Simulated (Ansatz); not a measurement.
**N on W(110): change of the work function**

Wanted: Δφ(θ) for N/W(110), starting from the hollow site.

Main program and level: Ansatz 0.2.0; plane-wave DFT, PBE, Ansatz PAW.

### 1. Set-up

The cell holds 4 atoms: 4 W. Its edges and angles: a = 2.737 Å, b = 2.737 Å, c = 24.703 Å, α = 90.0°, β = 90.0°, γ = 70.5°. Vacuum lies along c.

### 2. The clean slab

The bare slab comes first, as the zero from which every change is counted. The two lowest layers are held at bulk places and the upper ones relax. The dipole correction removes the false field that a one-sided slab makes across the periodic vacuum, so each face gets a flat vacuum level of its own.

input.yaml

```yaml
crystal:
  lattice:
    - [2.2344574285, -1.58, 0.0]
    - [2.2344574285, 1.58, 0.0]
    - [0.0, 0.0, 24.7033722856]
  atoms:
    - { symbol: W, position: [0.0, 0.0, 0.3643227287] }
    - { symbol: W, position: [0.5, 0.5, 0.4547742429] }
    - { symbol: W, position: [0.0, 0.0, 0.5452257571] }
    - { symbol: W, position: [0.5, 0.5, 0.6356772713] }
kpoints:
  mp_grid: { grid: [12, 12, 1] }
hamiltonian:
  xc: pbe
scf:
  occupations: { method: fermi_dirac, width: 0.1 }
  convergence: { dr2_threshold: 1.0e-08 }
efield:
  axis: 3
  dipole_correction: true
  ramp_position: 0.97
  ramp_width: 0.06
relax:
  f_tol: 0.02
  max_steps: 60
  constraints: [{ sites: [0, 1] }]
output:
  write_potential: true
  write_density: true
  volumetric_format: npy
```

Started as:

```sh
> ansatz run input.yaml --threads 4 --pin off --max-ram 16384MiB --backend cpu --events-out ev --progress --plain --runs-dir out
```

What it wrote:

```text
Engine: ansatz 0.2.0, aarch64-unknown-linux-gnu
Pseudopotentials: kind: paw
Pseudopotential: W, paw, valence charge 14, recommended cutoff 420 eV (normal), W.paw.azcp
Functional definition: PBE
  parameter kappa = 0.804
  parameter beta = 0.066725
  exchange = pbe_x(kappa = kappa, mu = beta*pi^2/3)
  correlation = pbe_c(beta = beta)
Crystal: 4 atoms, lattice volume = 174.428 Å³
Basis set: ecut = 420 eV, 3461 PW (Γ), exchange–correlation on 40×40×360 points (8 copies of the dense FFT grid, shifted against one another)
Bands: 34, of which v1, the nominal top of the filled ones, is band 28 counted from 1 (27 counted from 0)
Symmetry: 4 space group operations
k-points: 43 of 144
Non-local potential: W, projectors of the file, l = 0: 3, l = 1: 2, l = 2: 2, l = 3: 1
PAW form: soft (Blöchl's): semilocal exchange-correlation on the pseudo side does not see the compensation charge
PAW one-centre angular grid: W, 590 points (default); XC on 64 Gauss nodes
Initial density: superposition of atomic densities (neutral atoms: chi_scale 0, normalization atom), corrected by the library's trained network
Initial wavefunctions: pseudopotential atomic-orbital guess
Functional: x = pbe(κ = 0.804, μ = 0.219515), c = pbe(β = 0.066725)
SCF iter   1: F=—  HF=-41536.547941 eV  |F-HF|=—  |Δ(HF+E_count)|=         —  Δρ=9.69e-3  dr2=1.99e0  ethr=1.77e-3  p=0.000 e·Å  D=4.83e-14 V/Å  ΔV_dip=-0.00 eV  dr2_dipole=2.75e-7  V_vac-E_F(+/−)=5.06/5.06 eV  ⟨swp⟩=7.9  Hψ=15776  notcnv=0  defer=16
efield: sawtooth ramp at fractional position 0.9700 (set: `efield.ramp_position`, or a place that a band, a saddle search or an elastic batch's reference lends), width 0.0600; the density the first Hamiltonian is built on has a dipole p = 0.000 e·Å; the dipole correction subtracts the counter field D = 4.83e-14 V/Å, which shifts the + side's vacuum level by -0.00 eV against the − side's; the planar-averaged density in the ramp window peaks in size at 1.1e-5 e/Å³
automatic band count: the SCF goes on with 40 bands, as 34 were too few: the levels above may hold too much charge
preconditioner: auto → LDOS  [metal: Δε(μ)=0.044 eV  Ē_g=6.098 eV  σ=0.100 eV  W_gap=0.11  n_scr=16 (ndim 8)  ℏωp=13.8 eV  f_vac=0.562  D(μ)=3.18/eV (n_scr^D=14)  β→1.0]
SCF iter   2: F=—  HF=-41536.463453 eV  |F-HF|=—  |Δ(HF+E_count)|=   8.45e-2  Δρ=3.80e-3  dr2=1.53e-1  ethr=1.77e-3  p=-0.000 e·Å  D=-1.41e-5 V/Å  ΔV_dip=0.00 eV  dr2_dipole=9.41e-8  V_vac-E_F(+/−)=4.91/4.91 eV  ⟨swp⟩=2.0  Hψ=2409  notcnv=0  defer=46
SCF iter   3: F=—  HF=-41536.454051 eV  |F-HF|=—  |Δ(HF+E_count)|=   9.40e-3  Δρ=7.33e-4  dr2=4.77e-3  ethr=2.73e-4  p=-0.000 e·Å  D=-5.84e-6 V/Å  ΔV_dip=0.00 eV  dr2_dipole=2.39e-8  V_vac-E_F(+/−)=4.90/4.90 eV  ⟨swp⟩=1.9  Hψ=2195  notcnv=0  defer=48
SCF iter   4: F=—  HF=-41536.453642 eV  |F-HF|=—  |Δ(HF+E_count)|=   4.09e-4  Δρ=2.26e-4  dr2=2.83e-4  ethr=8.51e-6  p=-0.000 e·Å  D=-2.80e-6 V/Å  ΔV_dip=0.00 eV  dr2_dipole=3.72e-9  V_vac-E_F(+/−)=4.90/4.90 eV  ⟨swp⟩=2.2  Hψ=2210  notcnv=0  defer=48
SCF iter   5: F=—  HF=-41536.453616 eV  |F-HF|=—  |Δ(HF+E_count)|=   2.57e-5  Δρ=8.21e-5  dr2=9.88e-6  ethr=5.05e-7  p=-0.000 e·Å  D=-1.58e-6 V/Å  ΔV_dip=0.00 eV  dr2_dipole=4.44e-10  V_vac-E_F(+/−)=4.90/4.90 eV  ⟨swp⟩=2.8  Hψ=2489  notcnv=0  defer=48
SCF iter   6: F=—  HF=-41536.453677 eV  |F-HF|=—  |Δ(HF+E_count)|=   6.09e-5  Δρ=1.85e-5  dr2=1.78e-6  ethr=1.76e-8  p=-0.000 e·Å  D=-3.96e-7 V/Å  ΔV_dip=0.00 eV  dr2_dipole=1.10e-14  V_vac-E_F(+/−)=4.90/4.90 eV  ⟨swp⟩=3.0  Hψ=2816  notcnv=0  defer=46
SCF iter   7: F=—  HF=-41536.453677 eV  |F-HF|=—  |Δ(HF+E_count)|=   1.78e-7  Δρ=5.89e-6  dr2=9.96e-8  ethr=3.18e-9  p=-0.000 e·Å  D=-1.01e-7 V/Å  ΔV_dip=0.00 eV  dr2_dipole=1.15e-12  V_vac-E_F(+/−)=4.90/4.90 eV  ⟨swp⟩=2.1  Hψ=2209  notcnv=0  defer=46
SCF iter   8: F=—  HF=-41536.453677 eV  |F-HF|=—  |Δ(HF+E_count)|=   1.72e-7  Δρ=2.09e-6  dr2=1.13e-8  ethr=1.79e-11  p=-0.000 e·Å  D=-5.65e-8 V/Å  ΔV_dip=0.00 eV  dr2_dipole=6.97e-14  V_vac-E_F(+/−)=4.90/4.90 eV  ⟨swp⟩=12.3  Hψ=12536  notcnv=0
SCF iter   9: F=-41536.453677 eV  HF=-41536.453677 eV  |F-HF|=2.90e-9  |Δ(HF+E_count)|=   2.45e-9  Δρ=6.34e-7  dr2=1.02e-9  ethr=1.79e-11  p=-0.000 e·Å  D=-1.55e-8 V/Å  ΔV_dip=0.00 eV  dr2_dipole=4.30e-15  V_vac-E_F(+/−)=4.90/4.90 eV  ⟨swp⟩=10.8  Hψ=10717  notcnv=0
SCF 1 converged in 9 iterations: F = -41536.453677 eV  dr2 = 1.02e-9
  greatest PAW one-centre occupation: 1.000 electrons in one spin orbital (limit 2), on the W atom at site 0 (counted from 0), in its partial waves of l = 0
relax step   1: F+E_penalty+E_count = -41536.45367728 eV  Δ(F+E_penalty+E_count) = +0.000e0 eV  max|allowed force component| = 6.535e-1 eV/Å  Δτ_max = 0.0000 Å  (9 SCF iters, accepted)
Bands: 40, of which v1, the nominal top of the filled ones, is band 28 counted from 1 (27 counted from 0)
Initial density: handed on by an earlier stage of this run
Initial wavefunctions: those handed on with the density
iter 1 solved again at ethr=9.58e-4 eV; its pass at ethr=3.10e-3 eV (dr2=5.36e-1 eV) is discarded
SCF iter   1: F=—  HF=-41536.451060 eV  |F-HF|=—  |Δ(HF+E_count)|=         —  Δρ=7.55e-3  dr2=5.51e-1  ethr=9.58e-4  p=-0.000 e·Å  D=-4.98e-7 V/Å  ΔV_dip=0.00 eV  dr2_dipole=8.25e-2  V_vac-E_F(+/−)=4.92/4.92 eV  ⟨swp⟩=1.6  Hψ=6453  notcnv=0  defer=49
efield: sawtooth ramp at fractional position 0.9700 (set: `efield.ramp_position`, or a place that a band, a saddle search or an elastic batch's reference lends), width 0.0600; the density the first Hamiltonian is built on has a dipole p = -0.000 e·Å; the dipole correction subtracts the counter field D = -4.98e-7 V/Å, which shifts the + side's vacuum level by +0.00 eV against the − side's; the planar-averaged density in the ramp window peaks in size at 4.2e-6 e/Å³
preconditioner: auto → LDOS  [metal: Δε(μ)=0.008 eV  Ē_g=6.108 eV  σ=0.100 eV  W_gap=0.02  n_scr=16 (ndim 8)  ℏωp=13.8 eV  f_vac=0.561  D(μ)=3.03/eV (n_scr^D=12)  β→1.0]
SCF iter   2: F=—  HF=-41536.439067 eV  |F-HF|=—  |Δ(HF+E_count)|=   1.20e-2  Δρ=5.12e-3  dr2=1.98e-1  ethr=9.58e-4  p=0.007 e·Å  D=7.37e-3 V/Å  ΔV_dip=-0.18 eV  dr2_dipole=2.51e-3  V_vac-E_F(+/−)=4.72/4.90 eV  ⟨swp⟩=2.7  Hψ=2768  notcnv=0  defer=49
SCF iter   3: F=—  HF=-41536.411540 eV  |F-HF|=—  |Δ(HF+E_count)|=   2.75e-2  Δρ=1.14e-3  dr2=8.39e-3  ethr=3.53e-4  p=0.005 e·Å  D=5.11e-3 V/Å  ΔV_dip=-0.13 eV  dr2_dipole=6.86e-5  V_vac-E_F(+/−)=4.79/4.91 eV  ⟨swp⟩=2.4  Hψ=2949  notcnv=0  defer=49
[...]
SCF iter   3: F=—  HF=-41536.467263 eV  |F-HF|=—  |Δ(HF+E_count)|=   1.04e-2  Δρ=8.47e-4  dr2=5.12e-3  ethr=1.42e-4  p=0.004 e·Å  D=4.30e-3 V/Å  ΔV_dip=-0.11 eV  dr2_dipole=4.39e-5  V_vac-E_F(+/−)=4.79/4.90 eV  ⟨swp⟩=2.6  Hψ=3087  notcnv=0  defer=49
SCF iter   4: F=—  HF=-41536.466247 eV  |F-HF|=—  |Δ(HF+E_count)|=   1.02e-3  Δρ=1.79e-4  dr2=1.18e-4  ethr=9.14e-6  p=0.004 e·Å  D=3.68e-3 V/Å  ΔV_dip=-0.09 eV  dr2_dipole=5.74e-7  V_vac-E_F(+/−)=4.81/4.90 eV  ⟨swp⟩=2.5  Hψ=2483  notcnv=0  defer=49
SCF iter   5: F=—  HF=-41536.466260 eV  |F-HF|=—  |Δ(HF+E_count)|=   1.35e-5  Δρ=5.43e-5  dr2=8.97e-6  ethr=2.11e-7  p=0.003 e·Å  D=3.19e-3 V/Å  ΔV_dip=-0.08 eV  dr2_dipole=8.65e-7  V_vac-E_F(+/−)=4.82/4.90 eV  ⟨swp⟩=2.2  Hψ=2723  notcnv=0  defer=49
SCF iter   6: F=—  HF=-41536.466316 eV  |F-HF|=—  |Δ(HF+E_count)|=   5.58e-5  Δρ=1.68e-5  dr2=2.41e-6  ethr=1.60e-8  p=0.003 e·Å  D=2.93e-3 V/Å  ΔV_dip=-0.07 eV  dr2_dipole=2.53e-8  V_vac-E_F(+/−)=4.83/4.90 eV  ⟨swp⟩=2.8  Hψ=3011  notcnv=0  defer=49
SCF iter   7: F=—  HF=-41536.466316 eV  |F-HF|=—  |Δ(HF+E_count)|=   9.87e-8  Δρ=6.68e-6  dr2=1.22e-7  ethr=4.30e-9  p=0.003 e·Å  D=2.81e-3 V/Å  ΔV_dip=-0.07 eV  dr2_dipole=1.60e-9  V_vac-E_F(+/−)=4.83/4.90 eV  ⟨swp⟩=2.0  Hψ=2145  notcnv=0  defer=49
SCF iter   8: F=—  HF=-41536.466316 eV  |F-HF|=—  |Δ(HF+E_count)|=   1.35e-7  Δρ=2.67e-6  dr2=2.96e-8  ethr=2.18e-10  p=0.003 e·Å  D=2.77e-3 V/Å  ΔV_dip=-0.07 eV  dr2_dipole=8.00e-10  V_vac-E_F(+/−)=4.83/4.90 eV  ⟨swp⟩=3.0  Hψ=3071  notcnv=0  defer=49
SCF iter   9: F=-41536.466316 eV  HF=-41536.466316 eV  |F-HF|=3.74e-9  |Δ(HF+E_count)|=   1.98e-8  Δρ=7.34e-7  dr2=1.32e-9  ethr=1.79e-11  p=0.003 e·Å  D=2.76e-3 V/Å  ΔV_dip=-0.07 eV  dr2_dipole=5.96e-13  V_vac-E_F(+/−)=4.83/4.90 eV  ⟨swp⟩=11.1  Hψ=11214  notcnv=0
SCF 3 converged in 9 iterations: F = -41536.466316 eV  dr2 = 1.32e-9
relax step   3: F+E_penalty+E_count = -41536.46631625 eV  Δ(F+E_penalty+E_count) = -1.264e-2 eV  max|allowed force component| = 9.000e-2 eV/Å  Δτ_max = 0.0345 Å  (9 SCF iters, accepted)
SCF iter   1: F=—  HF=-41536.467006 eV  |F-HF|=—  |Δ(HF+E_count)|=         —  Δρ=7.95e-4  dr2=4.51e-3  ethr=1.73e-4  p=0.003 e·Å  D=2.76e-3 V/Å  ΔV_dip=-0.07 eV  dr2_dipole=5.29e-4  V_vac-E_F(+/−)=4.83/4.90 eV  ⟨swp⟩=2.1  Hψ=2956  notcnv=0  defer=49
efield: sawtooth ramp at fractional position 0.9700 (set: `efield.ramp_position`, or a place that a band, a saddle search or an elastic batch's reference lends), width 0.0600; the density the first Hamiltonian is built on has a dipole p = 0.003 e·Å; the dipole correction subtracts the counter field D = 2.76e-3 V/Å, which shifts the + side's vacuum level by -0.07 eV against the − side's; the planar-averaged density in the ramp window peaks in size at 2.5e-6 e/Å³
preconditioner: auto → LDOS  [metal: Δε(μ)=0.042 eV  Ē_g=6.069 eV  σ=0.100 eV  W_gap=0.10  n_scr=16 (ndim 8)  ℏωp=13.8 eV  f_vac=0.561  D(μ)=3.08/eV (n_scr^D=14)  β→1.0]
SCF iter   2: F=—  HF=-41536.466782 eV  |F-HF|=—  |Δ(HF+E_count)|=   2.25e-4  Δρ=3.58e-4  dr2=1.22e-3  ethr=8.05e-6  p=0.002 e·Å  D=2.05e-3 V/Å  ΔV_dip=-0.05 eV  dr2_dipole=4.65e-5  V_vac-E_F(+/−)=4.85/4.90 eV  ⟨swp⟩=2.0  Hψ=2582  notcnv=0  defer=49
SCF iter   3: F=—  HF=-41536.466693 eV  |F-HF|=—  |Δ(HF+E_count)|=   8.84e-5  Δρ=1.37e-4  dr2=1.44e-4  ethr=2.17e-6  p=0.002 e·Å  D=2.31e-3 V/Å  ΔV_dip=-0.06 eV  dr2_dipole=1.26e-5  V_vac-E_F(+/−)=4.84/4.90 eV  ⟨swp⟩=2.0  Hψ=2277  notcnv=0  defer=49
SCF iter   4: F=—  HF=-41536.466668 eV  |F-HF|=—  |Δ(HF+E_count)|=   2.55e-5  Δρ=3.26e-5  dr2=6.82e-6  ethr=2.57e-7  p=0.002 e·Å  D=2.20e-3 V/Å  ΔV_dip=-0.05 eV  dr2_dipole=8.20e-7  V_vac-E_F(+/−)=4.84/4.90 eV  ⟨swp⟩=3.4  Hψ=3097  notcnv=0  defer=49
SCF iter   5: F=—  HF=-41536.466723 eV  |F-HF|=—  |Δ(HF+E_count)|=   5.51e-5  Δρ=1.10e-5  dr2=2.53e-7  ethr=1.22e-8  p=0.002 e·Å  D=2.19e-3 V/Å  ΔV_dip=-0.05 eV  dr2_dipole=5.43e-9  V_vac-E_F(+/−)=4.84/4.90 eV  ⟨swp⟩=2.5  Hψ=2375  notcnv=0  defer=49
SCF iter   6: F=—  HF=-41536.466723 eV  |F-HF|=—  |Δ(HF+E_count)|=   2.64e-7  Δρ=4.53e-6  dr2=3.51e-8  ethr=4.52e-10  p=0.002 e·Å  D=2.20e-3 V/Å  ΔV_dip=-0.05 eV  dr2_dipole=1.68e-10  V_vac-E_F(+/−)=4.84/4.90 eV  ⟨swp⟩=2.8  Hψ=3016  notcnv=0  defer=49
SCF iter   7: F=-41536.466723 eV  HF=-41536.466723 eV  |F-HF|=5.69e-9  |Δ(HF+E_count)|=   7.88e-8  Δρ=1.73e-6  dr2=9.35e-9  ethr=1.79e-11  p=0.002 e·Å  D=2.20e-3 V/Å  ΔV_dip=-0.05 eV  dr2_dipole=1.03e-12  V_vac-E_F(+/−)=4.84/4.90 eV  ⟨swp⟩=11.5  Hψ=11409  notcnv=0
SCF 4 converged in 7 iterations: F = -41536.466723 eV  dr2 = 9.35e-9
relax step   4: F+E_penalty+E_count = -41536.46672319 eV  Δ(F+E_penalty+E_count) = -4.069e-4 eV  max|allowed force component| = 1.129e-2 eV/Å  Δτ_max = 0.0139 Å  (7 SCF iters, accepted)
NSCF: frozen V_eff on 43 k-points
the band table was solved once a step of the walk had ended and its energy, with any forces and stress, was formed, with the checks that follow a solve (9071 applications of the Hamiltonian). They found nothing against the state; the energy, forces and stress were not computed again (output.eigenvalues in the input reference)
WARN: The output density's exchange-correlation potential varies sharply where the density is thin. Do not read a vacuum level from v_tot or v_xc, or from such a field of the output density. On a cell that repeats whose density bears no net charge and no dipole along the vacuum's axis use v_es (v_loc + v_h of the components); under efield.dipole_correction with no amplitude use v_es + v_field, which holds any externa [...]
SCF converged after 7 iterations
Free energy (F): -41536.466723 eV
Harris-Foulkes:  -41536.466723 eV  (|F-HF|=5.69e-9)
Internal energy: -41536.366955 eV  (E = F + TS)
E sigma→0 (E₀):  -41536.416839 eV
Entropy (-TS):   -0.099768 eV (-24.942 meV/atom)
Fermi energy:    5.203880 eV
Dipole field:    D = 0.002197 V/Å  (p = 0.002118 e·Å, saw-weighted, corrected)
Work function:   Φ+ = 4.8447 eV   Φ− = 4.8989 eV
Levels:          The Fermi level and band energies are counted from a zero that moves with the ramp; work functions are not
--- Per-component energies (eV) ---
  E_band       = -1291.057248
  E_kinetic    = 1792.505388
  E_local      = -71121.558076  (includes V_loc(G=0)·N_el)
  E_nonlocal   = 4.576205
  E_hartree    = 34741.224890
  E_xc         = -1063.352008
  E_vxc        = -949.335306  (∫ρ·V_xc dr)
  E_paw        = -34249.938995  (= ΣΔE_a)
  E_vpaw       = -499.704010  (= ΣTr[D̂ρ^β])
  E_aug_tail   = -0.000235  (compensation charges beyond the density's cutoff)
  E_efield     = 0.000002  (sawtooth field / dipole correction)
  E_vefield    = -0.001025  (∫n·V_field dr)
  E_ewald      = 28360.175874
  E_smearing   = -0.099768  (= −TS)
  E_closure    = -0.000000  (closes the sum)
  Σ components = -41536.466723   (vs F -41536.466723, Δ=0.00e0)
--- Forces (eV/Å), atoms counted from 1 ---
  atom   1  W      0.00000000     0.00000000     0.36117714
  atom   2  W      0.00000000    -0.00000000    -0.34159757
  atom   3  W      0.00000000    -0.00000000    -0.00830034
  atom   4  W      0.00000000    -0.00000000    -0.01129449
  max |Σ_I F_I| component: 1.53e-5 eV/Å
--- Band table (eV; the first three rows and the last of 43) ---
  k-point 0: bands = [... 24 lower, 3.7540, 3.7892, 3.9762, 4.5401, 4.8127, 5.7605, 6.0199, 6.9297, ... 8 higher]
  k-point 1: bands = [... 24 lower, 3.5720, 3.7614, 4.1231, 4.4811, 4.8136, 5.3411, 6.2452, 6.7515, ... 8 higher]
  k-point 2: bands = [... 24 lower, 3.3977, 3.5331, 3.9616, 4.3822, 4.9156, 5.2947, 6.6226, 6.6532, ... 8 higher]
  k-point 42: bands = [... 24 lower, 3.7933, 5.7375, 5.8442, 6.2645, 6.3571, 6.8712, 7.2505, 8.8378, ... 8 higher]
--- Relaxed structure (4 steps of the walk, 3 accepted, 0 SCFs on fresh bases) ---
  F+E_penalty+E_count = -41536.46672319 eV   max|allowed force component| = 1.129e-2 eV/Å
  atoms:
    - { symbol: W, position: [0.0, 0.0, 0.3643227287] }
    - { symbol: W, position: [0.5, 0.5, 0.4547742429] }
    - { symbol: W, position: [-6.653931e-19, 6.653931e-19, 0.546759] }
    - { symbol: W, position: [0.5, 0.5, 0.635499] }
```

It took 28 s on 4 threads of Arm Neoverse V1, shared host; peak memory 0.59 GiB; 1.9 min of CPU time.

The column dr2 measures how far the density is from self-consistency, as an energy; F and HF (Harris–Foulkes) agree once it is small.

The steps of the relaxation:

| step | energy less that of the first step (eV) | largest force component (eV/Å) |
| --- | --- | --- |
| 1 | 0.0000 | 0.6535 |
| 2 | 0.0440 | 1.3654 |
| 3 | -0.0126 | 0.0900 |
| 4 | -0.0130 | 0.0113 |

Relaxation step 2 was tried and not accepted.

Forces are held to the 4 operations that the program found; a distortion that breaks them can't arise in this run.

The atoms that moved most (Å):

| atom | dx | dy | dz | length |
| --- | --- | --- | --- | --- |
| W3 | 0.000 | 0.000 | 0.038 | 0.038 |

Final coordinates:

```xyz
4
Lattice="2.2345 -1.5800 0.0000 2.2345 1.5800 0.0000 0.0000 0.0000 24.7034" Properties=species:S:1:pos:R:3
W     0.0000    0.0000    9.0000
W     2.2345    0.0000   11.2345
W     0.0000    0.0000   13.5068
W     2.2345    0.0000   15.6990
```

Numbers from this step:

- energy at zero smearing: -41536.4168 eV
- work function, upper face: 4.845 eV
- work function, lower face: 4.899 eV
- dipole along the normal: 0.002118 e·Å
- step between the vacuum levels: -0.05428 eV

Running mean over 2.234 Å of the planar mean; the ramp of the sawtooth is left out. Table of electron's electrostatic potential energy less the Fermi level by z:

| z (Å) | electron's electrostatic potential energy less the Fermi level (eV) |
| --- | --- |
| 3.5 | 4.90 |
| 4.0 | 4.90 |
| 4.5 | 4.90 |
| 5.0 | 4.89 |
| 5.5 | 4.86 |
| 6.0 | 4.75 |
| 6.5 | 4.41 |
| 7.0 | 3.30 |
| 7.5 | -0.135 |
| 8.0 | -5.75 |
| 8.5 | -10.5 |
| 9.0 | -12.2 |
| 9.5 | -12.5 |
| 10.0 | -12.6 |
| 10.5 | -12.7 |
| 11.0 | -12.7 |
| 11.5 | -12.7 |
| 12.0 | -12.5 |
| 12.5 | -12.4 |
| 13.0 | -12.6 |
| 13.5 | -12.8 |
| 14.0 | -13.0 |
| 14.5 | -13.1 |
| 15.0 | -12.9 |
| 15.5 | -12.5 |
| 16.0 | -11.5 |
| 16.5 | -7.95 |
| 17.0 | -2.27 |
| 17.5 | 2.24 |
| 18.0 | 4.06 |
| 18.5 | 4.61 |
| 19.0 | 4.78 |
| 19.5 | 4.82 |
| 20.0 | 4.84 |
| 20.5 | 4.84 |
| 21.0 | 4.84 |
| 21.5 | 4.84 |

The relaxation took 4 steps and lowered the energy by 0.013 eV; the largest force on the free atoms ends at 0.011 eV/Å.

The work function of the upper face is 4.84 eV.

[end of part 1 of 4]

[Long decimals in the printed logs are rounded to 6 places.]

[Logs are printed without paths, hosts, clocks, repeated set-up lines and the standing remarks that a program may print on its own settings, such as how far it seeks lower states.]

[Hosts, paths, dates, database ids (printed as entryN), source tags and the programs' standing remarks are cut or masked in the printed files.]

[Maps of the electrostatic potential energy from Ansatz leave out the sawtooth potential of an applied field or a dipole correction, so their vacuum need not be flat; planar profiles and work functions include it.]
